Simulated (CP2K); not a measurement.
The C K edge of bicarbonate was computed by TDDFT (CP2K XAS_TDP, aug-cc-pVTZ, TDA) at these levels: PBE, PBEh(45%) and PBEh(45%) + GW2X. The first three lines of C2 (bonded to 3 O) with a strength over 0.0015, energy in eV and strength:

```csv
run,first,second,third
1,290.54 (0.086),293.73 (0.003),294.38 (0.030)
2,273.18 (0.002),273.56 (0.050),276.21 (0.002)
3,284.83 (0.087),288.01 (0.003),288.66 (0.031)
```

Which run is which?

Run 1: PBEh(45%) + GW2X (45 % exact exchange). Run 2: PBE (0 % exact exchange). Run 3: PBEh(45%) (45 % exact exchange). Self-interaction lifts the core level, so the uncorrected lines rise with the share of exact exchange. The GW2X run keeps the spacings of its parent: 3.19 eV between the first two lines in run 1, 3.18 eV in run 3. Its shift is +5.71 eV, since the Kohn–Sham level at this share of exchange lies that far above the quasiparticle level.

[Banner, clock and machine lines of the logs are left out without a mark of their own.]

[Logs are printed without paths, hosts, clocks, repeated set-up lines and the standing remarks that a program may print on its own settings, such as how far it seeks lower states.]

[Hosts, paths, dates, database ids (printed as entryN), source tags and the programs' standing remarks are cut or masked in the printed files.]
